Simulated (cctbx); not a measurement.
**Diagnosing a refinement**

Cell a = 7.1220 Å, b = 7.1220 Å, c = 8.4090 Å, α = 90.00°, β = 90.00°, γ = 120.00°; space group P-62m (no. 189).

The data are simulated with cctbx, not measured: Mo Kα, λ = 0.71073 Å, to d = 0.7 Å, 70 % of the full sphere, strongest reflection 20000 counts, noise from counting, a 6 % proportional error and a noise floor of 2 counts (s.d.); no absorption, and some extinction, which the refinements don't model.

An isotropic refinement with weights 1/σ² prints:

```text
Rint 0.052, 451 unique reflections to 0.70 A
cycle     R1     wR2    GooF  max shift (A)
   1  0.2097  0.5578  16.320   0.48541
  12  0.0177  0.0469   1.373   0.00939
final R1 0.0177 wR2 0.0470 GooF 1.374  parameters 14  data/parameter 32.2
atom        x        y        z      Ueq    occ   su(xyz)  su(Uiso or U11)
Sr1    0.00000  0.42894  0.50000   0.0121  1.000  0.00006  0.0001
Fe1    0.00000  0.00000  0.00000   0.0147  1.000  0.00000  0.0002
Si1    0.66667  0.33333  0.73619   0.0136  1.000  0.00012  0.0002
Si2    0.00000  0.00000  0.50000   0.0124  1.000  0.00000  0.0003
Al1    0.00000  0.38524  0.00000   0.0149  1.000  0.00020  0.0003
Al2    0.00000  0.75800  0.76848   0.0165  1.000  0.00015  0.0002
Al3    0.33546  0.33546  0.75352   1.0000  1.000  0.00673  0.0680
difference map: max 0.40 min -0.69 rms 0.14
Q1    0.0000  0.3012  0.0000    3    0.41  0.60 A from Al1
Q2    0.1418  0.4317  0.0000    6    0.38  0.89 A from Al1
Q3    0.0000  0.3294  0.3592    6    0.38  1.38 A from Sr1
Q4    0.0000  0.4449  0.0000    3    0.34  0.43 A from Al1
Q5    0.0000  0.4109  0.4403    6    0.34  0.52 A from Sr1
Q6    0.0000  0.3318  0.1562    6    0.31  1.37 A from Al1
```

**Question.** Can this result stand? If not, what is the likely fault?

Mend it. The fault: spurious atom: Al3. Against the right model at the same level, R1 goes from 0.0148 to 0.0177 and GooF from 1.04 to 1.37 and Al3 takes U = the program's ceiling. A site with no density behind it hides by a very large U or drifts. The fit had not settled when the cycles ran out.

The compound is Sr3Al9FeSi5. The right model at the same level gives:

```text
Rint 0.052, 451 unique reflections to 0.70 A
cycle     R1     wR2    GooF  max shift (A)
   1  0.1206  0.3481  10.149   0.10587
   2  0.0148  0.0356   1.039   0.00006
final R1 0.0148 wR2 0.0356 GooF 1.039  parameters 11  data/parameter 41.0
atom        x        y        z      Ueq    occ   su(xyz)  su(Uiso or U11)
Sr1    0.00000  0.42894  0.50000   0.0120  1.000  0.00004  0.0001
Fe1    0.00000  0.00000  0.00000   0.0147  1.000  0.00000  0.0002
Si1    0.66667  0.33333  0.73619   0.0136  1.000  0.00009  0.0002
Si2    0.00000  0.00000  0.50000   0.0123  1.000  0.00000  0.0003
Al1    0.00000  0.38523  0.00000   0.0149  1.000  0.00015  0.0002
Al2    0.00000  0.75801  0.76848   0.0165  1.000  0.00011  0.0002
difference map: max 0.30 min -0.41 rms 0.09
Q1    0.0000  0.6474  0.1501    6    0.31  1.04 A from Al2
Q2    0.1300  0.7068  0.0927   12    0.27  1.64 A from Al2
Q3    0.0000  0.1061  0.1058    6    0.26  1.17 A from Fe1
Q4    0.1311  0.8467  0.1049   12    0.25  1.35 A from Al2
Q5    0.0000  0.6538  0.3709    6    0.24  1.39 A from Al2
Q6    0.0000  0.0000  0.0533    2    0.24  0.45 A from Fe1
```

The model was made for the exercise: a known structure type with other elements put in, its volume estimated, not relaxed; displacement parameters are assumed.

[Middle refinement cycles are left out of these outputs.]

[Logs are printed without paths, hosts, clocks, repeated set-up lines and the standing remarks that a program may print on its own settings, such as how far it seeks lower states.]
